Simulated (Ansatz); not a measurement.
# What NaGeF3 (model cell, started as cubic perovskite with Ge in the octahedra) distorts into, part 3 of 3

Wanted: the energy along a soft mode of NaGeF3 (model cell, started as cubic perovskite with Ge in the octahedra) and the structure at the end.

Ansatz 0.2.0; DFT PBEsol, scalar-relativistic, plane waves, PAW; PAW set soft_1.

So far. Step 5 (Energy along the mode, all amplitudes (two of the runs …): The lowest of the steps tried is at 0.22 Å, 15.3 meV/atom below the parent; the bottom of the well need not coincide with a step. Step 7 (The new phase in its own primitive cell): The largest force component left is 0.47 meV/Å and the pressure is 0.003 GPa, within the tolerances set. The cell now holds 20.15 Å³/atom. The relaxed cell has a = 4.269, c = 5.529 Å (conventional setting).

The structure was built from a prototype and need not be the compound's stable phase.

### Step 8. Modes of the new phase, k-mesh 6×6×4

A relaxed structure may still be a saddle point, so its zone-centre modes are computed. The response to a homogeneous field gives the Born charges and the dielectric tensor.

The input, input.yaml:

```yaml
crystal:
  lattice:
    - [4.2688739581, 0.0, 0.0]
    - [0.0, 4.2688739581, 0.0]
    - [0.0, 0.0, 5.5293626145]
  atoms:
    - { symbol: Na, position: [0.0, 0.0, 0.1947109484] }
    - { symbol: Ge, position: [0.5, 0.5, 0.4486529925] }
    - { symbol: F, position: [0.5, 0.0, 0.3798572814] }
    - { symbol: F, position: [0.5, 0.5, 0.114358679] }
    - { symbol: F, position: [0.0, 0.5, 0.3798572814] }
kpoints:
  mp_grid: { grid: [6, 6, 4] }
hamiltonian:
  xc: pbesol
  pseudopotentials: { kind: paw, azcp: { folder: soft_1 }, xc_functional: pbe }
scf:
  occupations: { method: fixed }
output:
  eigenvalues: true
phonons:
  method: dfpt
  dielectric: true
  rigid_motions: translations
```

The run is started by

```sh
$ ansatz run input.yaml --threads 8 --pin off --max-ram 16384MiB --backend cpu --events-out ev --progress --plain --runs-dir out
```

Numbers of over 12 decimals in the logs are rounded to 6 here.

Output:

```text
[...]
Crystal: 5 atoms, lattice volume = 100.763 Å³
Basis set: ecut = 420 eV, 1979 PW (Γ), exchange–correlation on 60×60×80 points (8 copies of the dense FFT grid, shifted against one another)
Bands: 27, of which v1, the nominal top of the filled ones, is band 22 counted from 1 (21 counted from 0)
Symmetry: 8 space group operations
k-points: 76 of 144 (irreducible under 1 space group operation, time reversal used)
[...]
SCF iter   1: F=—  HF=-8138.742337 eV  |F-HF|=—  |Δ(HF+E_count)|=         —  Δρ=1.36e-1  dr2=1.51e1  ethr=3.10e-3  ⟨swp⟩=4.3  Hψ=7042  notcnv=0  defer=189
[...]
SCF iter  14: F=-8133.623097 eV  HF=-8133.623097 eV  |F-HF|=1.15e-10  |Δ(HF+E_count)|=   1.58e-9  Δρ=1.74e-7  dr2=3.28e-11  ethr=1.00e-12  ⟨swp⟩=13.4  Hψ=12578  notcnv=0
SCF 1 converged in 14 iterations: F = -8133.623097 eV  dr2 = 3.28e-11
[...]
DFPT response loops at Γ: preconditioner auto → none (the input reference at scf.mixing.eps_inf says where Resta's filter doesn't serve); β = 0.50; Broyden in place of MSR1
── the response to a field inside a basis, on 6×6×4 k-points: an SCF that follows is theirs, and a resumed run solves both again ──
Bands: 23, of which v1, the nominal top of the filled ones, is band 22 counted from 1 (21 counted from 0)
k-points: 12 of 144 (time reversal used)
[...]
Eigensolver: Dense (12 Hₖ)
SCF iter   1: F=—  HF=-8133.616434 eV  |F-HF|=—  |Δ(HF+E_count)|=         —  Δρ=3.46e-4  dr2=2.28e-5  ethr=1.00e-1
[...]
SCF iter   4: F=-8133.616431 eV  HF=-8133.616431 eV  |F-HF|=1.79e-9  |Δ(HF+E_count)|=   8.86e-8  Δρ=3.02e-6  dr2=1.06e-8  ethr=1.99e-9
SCF 1 converged in 4 iterations: F = -8133.616431 eV  dr2 = 1.06e-8
[...]
SCF converged after 14 iterations
Free energy (F): -8133.623097 eV
[...]
Internal energy: -8133.623097 eV  (E = F + TS)
E sigma→0 (E₀):  -8133.623097 eV
Fermi energy:    1.247029 eV
[...]
--- Band table (eV; the first three rows and the last of 76) ---
  k-point 0: bands = [... 18 lower, -2.2085, -1.6523, -1.6523, -0.6366, 5.7246, 7.4914, 8.3997, 8.3997, ... 1 higher]
  k-point 1: bands = [... 18 lower, -2.2128, -1.6591, -1.6591, -0.4343, 5.3917, 7.6080, 8.3564, 8.3564, ... 1 higher]
  k-point 2: bands = [... 18 lower, -2.2171, -1.6660, -1.6660, -0.2079, 5.0040, 8.0705, 8.3142, 8.3142, ... 1 higher]
  k-point 75: bands = [... 18 lower, -1.9627, -1.6614, -1.6614, 1.2470, 5.6236, 5.6236, 7.6931, 8.1204, ... 1 higher]
--- Phonons (Γ-DFPT): 9 representative perturbations + reference, on 76 of 144 k-points (Σ response iterations 29) ---
  k mesh reduced under 1 symmetry operation, with k and −k counted as one. Each operation leaves every solved perturbation unchanged. A smaller set is not considered because the run solves the response to a homogeneous field
  ASR residual: 1.872e-4 → 0.000e0 eV/Å²; symmetrization residual: 1.652e-5 eV/Å²
  ASR residual per site (eV/Å²): 1.60e-5 1.53e-6 3.53e-5 1.87e-4 3.53e-5
[...]
ε∞ (high-frequency dielectric tensor):
        2.469912    -0.000000     0.000000
       -0.000000     2.469912    -0.000000
        0.000000    -0.000000     1.918848
  softest optical mode at Γ: -162.90 cm⁻¹; the repairs (sum rule, projections) moved no ω² at Γ by more than (2.50 cm⁻¹)²
  Born effective charges Z* (e; rows j = field, columns β = displacement):
    site 0:
         1.15368   -0.00000    0.00000
        -0.00000    1.15368   -0.00000
         0.00000   -0.00000    0.86401
    site 1:
         3.40396    0.00000    0.00000
         0.00000    3.40396    0.00000
         0.00000   -0.00000    1.67056
    site 2:
        -0.57521   -0.00000   -0.00000
        -0.00000   -3.21245   -0.00000
        -0.00000   -0.00000   -0.46583
    site 3:
        -0.76997    0.00000   -0.00000
         0.00000   -0.76997    0.00000
        -0.00000    0.00000   -1.60291
    site 4:
        -3.21245   -0.00000   -0.00000
        -0.00000   -0.57521   -0.00000
        -0.00000   -0.00000   -0.46583
  Z* charge neutrality: 7.976e-4 e pre-enforcement
  solved inside a basis spanned on kpoints, on 6×6×4 k-points, its susceptibility summed on 10×10×8: ε∞ is read to err by 4.8e-3, Z* by 1.6e-2 e (field_mesh: kpoints solves on kpoints); Z* is corrected for what the basis lacks
  optical modes at Γ without the LO–TO term, one row a degenerate level:
      ω (cm⁻¹)  modes    IR ((D/Å)²/amu)
       -162.90      2            30.5911
        112.76      2             0.7730
        141.41      1             0.5419
        179.39      1             0.0000
        185.87      2             4.5996
        245.08      1             0.3421
        254.17      2             1.3761
        494.15      1             4.3988
  optical modes at Γ + LO–TO along q̂ = [1.0000, 0.0000, 0.0000]:
      ω (cm⁻¹)  modes    IR ((D/Å)²/amu)
       -162.90      1            15.2956
        103.13      1             0.1300
        112.76      1             0.3865
        141.41      1             0.5419
        153.29      1             0.4748
        179.39      1             0.0000
        185.87      1             2.2998
        245.08      1             0.3421
        245.41      1             0.3269
        254.17      1             0.6880
        388.54      1            17.7381
        494.15      1             4.3988
  optical modes at Γ + LO–TO along q̂ = [0.0000, 1.0000, 0.0000]:
      ω (cm⁻¹)  modes    IR ((D/Å)²/amu)
       -162.90      1            15.2956
        103.13      1             0.1300
[...]
245.41      1             0.3269
        254.17      1             0.6880
        388.54      1            17.7381
        494.15      1             4.3988
  optical modes at Γ + LO–TO along q̂ = [0.0000, 0.0000, 1.0000]:
      ω (cm⁻¹)  modes    IR ((D/Å)²/amu)
       -162.90      2            30.5911
        112.76      2             0.7730
        156.53      1             0.3036
        179.39      1             0.0000
        185.87      2             4.5996
        251.79      1             0.2639
        254.17      2             1.3761
        542.78      1             4.7152
```

It took 44 s on 8 threads of Arm Neoverse V1, shared host; peak memory 1.2 GiB.

Numbers from this step:

```
sum-rule residual before enforcement                    : 1.87e-4 eV/Å²
miss of the charge sum rule                             : 7.98e-4 e
estimated error of the dielectric tensor                : 0.004802
estimated error of the Born charges                     : 0.01556 e
point group                                             : 4mm
highest optical mode at the zone centre (no LO-TO term) : 494.1 cm⁻¹
lowest optical zone-centre mode                         : -162.9 cm⁻¹
mean high-frequency dielectric constant                 : 2.286
largest Born charge (third of the trace)                : 2.826 e
top of the zone-centre spectrum with the field          : 542.8 cm⁻¹
```

Without the LO-TO term. Patterns of degenerate modes are one choice out of their space. Modes at Γ, with each element's share of the kinetic energy (negative means imaginary):

| mode | frequency (cm⁻¹) | symmetry | Na % | Ge % | F % |
| --- | --- | --- | --- | --- | --- |
| 1 | -162.9 | E | 3 | 18 | 79 |
| 2 | -162.9 | E | 3 | 18 | 79 |
| 3 | 0.0 | acoustic | 15 | 48 | 37 |
| 4 | 0.0 | acoustic | 15 | 48 | 37 |
| 5 | 0.0 | acoustic | 15 | 48 | 37 |
| 6 | 112.8 | E | 49 | 26 | 25 |
| 7 | 112.8 | E | 49 | 26 | 25 |
| 8 | 141.4 | A1 | 82 | 15 | 3 |
| 9 | 179.4 | B1 | 0 | 0 | 100 |
| 10 | 185.9 | E | 32 | 1 | 67 |
| 11 | 185.9 | E | 32 | 1 | 67 |
| 12 | 245.1 | A1 | 2 | 14 | 83 |
| 13 | 254.2 | E | 2 | 7 | 91 |
| 14 | 254.2 | E | 2 | 7 | 91 |
| 15 | 494.1 | A1 | 0 | 23 | 77 |

Displacements in mode 2 (-162.9 cm⁻¹), the largest set to 1:
```
Na1 -0.19  0.00  0.00
Ge2 -0.29  0.00  0.00
F3  -0.25  0.01  0.00
F4   0.59  0.01  0.00
F5   1.00  0.00  0.00
```

Displacements in mode 7 (112.8 cm⁻¹), the largest set to 1:
```
Na1  1.00  0.00  0.00
Ge2 -0.41  0.00  0.00
F3   0.62  0.00  0.00
F4  -0.44  0.00  0.00
F5   0.19  0.00  0.00
```

Optical modes at the zone centre, without and with the macroscopic field of the longitudinal modes; each column is sorted by frequency, so a row need not hold one and the same mode. Modes with and without the field, by row:

| rank among optical modes | no field (cm⁻¹) | q along (1, 0, 0) (cm⁻¹) | q along (0, 0, 1) (cm⁻¹) |
| --- | --- | --- | --- |
| 1 | -162.9 | -162.9 | -162.9 |
| 2 | -162.9 | 103.1 | -162.9 |
| 3 | 112.8 | 112.8 | 112.8 |
| 4 | 112.8 | 141.4 | 112.8 |
| 5 | 141.4 | 153.3 | 156.5 |
| 6 | 179.4 | 179.4 | 179.4 |
| 7 | 185.9 | 185.9 | 185.9 |
| 8 | 185.9 | 245.1 | 185.9 |
| 9 | 245.1 | 245.4 | 251.8 |
| 10 | 254.2 | 254.2 | 254.2 |
| 11 | 254.2 | 388.5 | 254.2 |
| 12 | 494.1 | 494.1 | 542.8 |

Born charge (rows field, columns displacement) (e), principal values of the symmetric part by kind of site:

| atom | atoms with these values | low | middle | high | mean |
| --- | --- | --- | --- | --- | --- |
| Na1 | 1 | 0.86 | 1.15 | 1.15 | 1.06 |
| Ge2 | 1 | 1.67 | 3.40 | 3.40 | 2.83 |
| F3 | 2 | -3.21 | -0.58 | -0.47 | -1.42 |
| F4 | 1 | -1.60 | -0.77 | -0.77 | -1.05 |

In full for F4:

```
-0.77  0.00  0.00
 0.00 -0.77  0.00
 0.00  0.00 -1.60
```

High-frequency dielectric tensor:

```
2.47 0.00 0.00
0.00 2.47 0.00
0.00 0.00 1.92
```

Transverse modes; imaginary modes are left out. Lines of the infrared spectrum (strongest = 100):

| position (cm⁻¹) | label | relative intensity |
| --- | --- | --- |
| 113 | E | 17 |
| 141 | A1 | 12 |
| 179 | B1 | 0.0 |
| 186 | E | 100 |
| 245 | A1 | 7.4 |
| 254 | E | 30 |
| 494 | A1 | 96 |

Before it was imposed, the acoustic sum rule was missed by 1.9e-4 eV/Å² and the charge sum rule by 8.0e-4 e. Small misses are needed for a sound result but don't prove that mesh and cutoff are converged. The lowest optical mode is imaginary, 162.9i cm⁻¹, so the energy falls along it.

### Step 9. Summary of results

```yaml
unstable_mode_of_the_parent: q = (0, 0, 0), 238i cm⁻¹
depth_at_the_lowest_point_sampled: 15.3 meV/atom
largest_atomic_shift_at_that_point: 0.22 Å
space_group_reached_within_0p01_a: P4mm
energy_gained_over_the_parent_first_relaxation_on_the_mesh_of_the_frozen_mode: 125 meV/atom
volume_per_atom_phase_reached: 20.2 Å³
gap_on_the_k_mesh_phase_reached: 3.76 eV
lowest_optical_zone_centre_mode_phase_reached: -163 cm⁻¹
highest_optical_mode_at_the_zone_centre_no_lo_to_term_phase_reached: 494 cm⁻¹
```

**Reading.** Along this mode the structure falls into P4mm, 125 meV/atom below the parent. At the parent's cell the well is 15.26 meV/atom deep on the steps tried, with its lowest point at a shift of 0.22 Å. Relaxing atoms and cell changes the gain by +109.31 meV/atom against the lowest step (energies at zero smearing). Most of the total comes from this relaxation. The new phase still has an imaginary mode at the zone centre of its cell, so it is a saddle point on the way to a lower structure. Of the 6 patterns followed to their end from this parent, this one ends 13.3 meV/atom above the lowest, R3m. Each path keeps the symmetry of its pattern, so a lower phase may lie along a pattern not tried. The q mesh stands for a supercell only 8.7 Å across, so branches between the solved wavevectors are rough. The PAW files were made for PBE and serve the other functionals too. The starting cell was built on a prototype and not taken from a measurement, so the phase need not exist.

[Logs are printed without paths, hosts, clocks, repeated set-up lines and the standing remarks that a program may print on its own settings, such as how far it seeks lower states.]

[Hosts, paths, dates, database ids (printed as entryN), source tags and the programs' standing remarks are cut or masked in the printed files.]
